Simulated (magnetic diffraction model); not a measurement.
## Which magnetic order? Tb3Tl3Si2Ge

Space group P-62m (no. 189), a = 7.4260 Å, c = 4.3550 Å.

| site | atom | x | y | z |
| --- | --- | --- | --- | --- |
| 3g | Tl | 0 | 0.2301 | 1/2 |
| 3f | Tb | 0 | 0.5826 | 0 |
| 1a | Ge | 0 | 0 | 0 |
| 2d | Si | 1/3 | 2/3 | 1/2 |

This is a made-up structure (elements placed in a structure type, unrelaxed), so the numbers test the method and describe no known phase.

Only Tb is taken to order (form factors of Tb3+); orders and moment sizes are assumed, and not adapted to the symmetry. Radiation: neutrons of λ = 2.52 Å, 5° to 90°; isotropic B of 0.4 Å² (Tl), 0.44 Å² (Tb), 0.66 Å² (Ge) and 0.72 Å² (Si). The intensities are simulated: I ∝ L Σ (|F_N|² + |F_M⊥|²) for unpolarised neutrons, with F_M = 2.695 fm/μB × Σ f(s) S exp(2πi Q·r) exp(−B s²) at Q = H ± k (one set where k and −k are equivalent), only the part normal to Q counting and L = 1/(sin²θ cos θ). For collinear order S is the moment m, which repeats by lattice and centring translations R with the sign exp(−2πi k·R). Form factors are spin-only for 3d ions and dipole or tabulated for f ions, scattering lengths are Sears's of 1992, and absorption is left out. A label names one of the reflections at its angle. The strongest nuclear line in the range is 100, and lines under 0.2 are left out.

Above the ordering temperature:

| 2θ (°) | index | I |
| --- | --- | --- |
| 22.60 | (1 0 0) | 20.7 |
| 33.63 | (0 0 1) | 0.7 |
| 39.67 | (1 1 0) | 0.3 |
| 40.90 | (1 0 1) | 2.5 |
| 46.14 | (2 0 0) | 6.8 |
| 52.97 | (1 1 1) | 79.2 |
| 58.30 | (2 0 1) | 100.0 |
| 62.45 | (2 1 0) | 67.4 |
| 70.71 | (0 0 2) | 41.9 |
| 72.00 | (3 0 0) | 19.4 |
| 72.83 | (2 1 1) | 55.7 |
| 75.31 | (1 0 2) | 5.0 |
| 81.86 | (3 0 1) | 1.1 |
| 85.48 | (2 2 0) | 8.0 |
| 88.67 | (2 0 2) | 5.2 |
| 89.89 | (3 1 0) | 7.3 |

Below it (cell unchanged):

```tsv
2θ (°)	I
22.60	35.3
33.63	70.7
39.67	40.7
40.90	16.5
46.14	30.6
52.97	140.0
58.30	138.3
62.45	79.4
70.71	55.5
72.00	21.5
72.83	76.7
75.31	9.1
81.86	4.8
84.26	26.9
85.48	9.5
88.67	24.3
89.89	27.7
```

**Question.** Find the propagation vector, then choose among these models:
A. collinear moments along [120], 5.9 μB on Tb; signs + at (0, 0.5826, 0), + at (0.5826, 0, 0), + at (0.4174, 0.4174, 0)
B. collinear moments along [120], 5.9 μB on Tb; signs + at (0, 0.5826, 0), − at (0.5826, 0, 0), − at (0.4174, 0.4174, 0)
C. collinear moments along [001], 5.9 μB on Tb; signs + at (0, 0.5826, 0), − at (0.5826, 0, 0), − at (0.4174, 0.4174, 0)
D. collinear moments along [001], 5.9 μB on Tb; signs + at (0, 0.5826, 0), + at (0.5826, 0, 0), + at (0.4174, 0.4174, 0)

No line moves, and magnetic intensity falls on nuclear lines such as the one at 33.63°, so the magnetic cell equals the chemical primitive cell: k = 0.

Magnetic intensity, observed (below minus above) and for each model:

| 2θ (°) | index | observed | A | B | C | D |
| --- | --- | --- | --- | --- | --- | --- |
| 22.60 | (1 0 0) | 14.6 | 14.6 | 127.4 | 205.4 | 29.2 |
| 33.63 | (0 0 1) | 70.0 | 70.0 | 7.8 | <0.2 | <0.2 |
| 39.67 | (1 1 0) | 40.5 | 40.5 | 13.7 | 38.5 | 80.9 |
| 40.90 | (1 0 1) | 14.0 | 14.0 | 103.0 | 36.8 | 5.2 |
| 46.14 | (2 0 0) | 23.9 | 23.9 | 11.7 | 31.1 | 47.8 |
| 52.97 | (1 1 1) | 60.8 | 60.8 | 25.5 | 23.6 | 49.5 |
| 75.31 | (1 0 2) | 4.0 | 4.0 | 28.9 | 3.1 | 0.4 |
| 89.89 | (3 1 0) | 20.3 | 20.3 | 4.7 | 8.2 | 40.7 |

Model A matches.

The structure used: k = (0 0 0), collinear moments along [120], 5.9 μB on Tb; signs + at (0, 0.5826, 0), + at (0.5826, 0, 0), + at (0.4174, 0.4174, 0).

[Logs are printed without paths, hosts, clocks, repeated set-up lines and the standing remarks that a program may print on its own settings, such as how far it seeks lower states.]
